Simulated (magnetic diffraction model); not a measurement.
# FeAg₄ below its ordering temperature

Space group I4/m (no. 87), a = 6.5880 Å, c = 4.0910 Å.

| site | atom | x | y | z |
| --- | --- | --- | --- | --- |
| 8h | Ag | 0.1034 | 0.7056 | 1/2 |
| 2a | Fe | 0 | 0 | 0 |

This is a made-up structure (elements placed in a structure type, unrelaxed), so the numbers test the method and describe no known phase.

Only Fe is taken to order (form factors of Fe2+); orders and moment sizes are assumed, and not adapted to the symmetry. Radiation: neutrons of λ = 1.8 Å, 5° to 70°; isotropic B of 0.53 Å² (Ag) and 0.77 Å² (Fe). The intensities are simulated: I ∝ L Σ (|F_N|² + |F_M⊥|²) for unpolarised neutrons, with F_M = 2.695 fm/μB × Σ f(s) S exp(2πi Q·r) exp(−B s²) at Q = H ± k (one set where k and −k are equivalent), only the part normal to Q counting and L = 1/(sin²θ cos θ). For collinear order S is the moment m, which repeats by lattice and centring translations R with the sign exp(−2πi k·R). Form factors are spin-only for 3d ions and dipole or tabulated for f ions, scattering lengths are Sears's of 1992, and absorption is left out. A label names one of the reflections at its angle. The strongest nuclear line in the range is 100, and lines under 0.2 are left out.

Above the ordering temperature:

```csv
2θ (°),index,I
22.28,(1 1 0),3.0
30.02,(1 0 1),2.0
31.71,(2 0 0),0.5
44.23,(2 1 1),100.0
45.46,(2 2 0),0.7
51.19,(3 1 0),38.0
52.21,(0 0 2),18.4
55.44,(3 0 1),1.4
57.44,(1 1 2),1.0
62.39,(2 0 2),0.3
65.29,(3 2 1),1.2
66.25,(4 0 0),0.4
```

Below it (cell unchanged):

```
2θ (°)      I
 14.88    1.1
 21.70    4.8
 22.28    3.0
 26.90    1.1
 30.02    2.0
 31.30    0.5
 31.71    0.5
 35.20    1.2
 39.39    0.4
 42.05    0.7
 42.65    0.4
 44.23  100.0
 45.16    0.4
 45.46    0.7
 48.63    0.5
 50.91    0.4
 51.19   38.0
 51.42    0.4
 52.21   18.4
 55.44    1.4
 56.23    0.2
 56.71    0.2
 57.44    1.0
 62.39    0.3
 65.29    1.2
 66.25    0.4
 68.33    0.2
```

**Question.** Check that the new lines index with k = (1/2 0 1/2), then choose among these models:
A. collinear moments along [101], 2.17 μB on Fe
B. collinear moments along [111], 2.17 μB on Fe
C. collinear moments along [010], 2.17 μB on Fe

The new lines index as (1/2 0 1/2) at 14.88°, (1/2 1 -1/2) at 21.70°, (3/2 0 -1/2) at 26.90° and (3/2 1 1/2) at 31.30°, that is as H ± k with k = (1/2 0 1/2), one of 4 inequivalent arms of its star (k and −k counted as one), which a powder can't tell apart. Half indices mean that the moments reverse under translations with k·R a half-integer, and the magnetic cell has twice the primitive volume.

Magnetic intensity, observed (below minus above) and for each model:

| 2θ (°) | index | observed | A | B | C |
| --- | --- | --- | --- | --- | --- |
| 14.88 | (1/2 0 1/2) | 1.1 | 1.1 | 3.1 | 5.7 |
| 21.70 | (1/2 1 -1/2) | 4.8 | 4.8 | 3.8 | 2.3 |
| 26.90 | (3/2 0 -1/2) | 1.1 | 1.1 | 1.2 | 1.4 |
| 31.30 | (3/2 1 1/2) | 0.5 | 0.5 | 0.9 | 1.4 |
| 35.20 | (1/2 2 1/2) | 1.2 | 1.2 | 0.8 | 0.2 |
| 42.05 | (5/2 0 1/2) | 0.7 | 0.7 | 0.7 | 0.7 |
| 42.65 | (1/2 1 3/2) | 0.4 | 0.4 | 0.5 | 0.6 |
| 45.16 | (5/2 1 -1/2) | 0.4 | 0.4 | 0.5 | 0.5 |

Model A matches.

The structure used: k = (1/2 0 1/2), collinear moments along [101], 2.17 μB on Fe.

[Logs are printed without paths, hosts, clocks, repeated set-up lines and the standing remarks that a program may print on its own settings, such as how far it seeks lower states.]
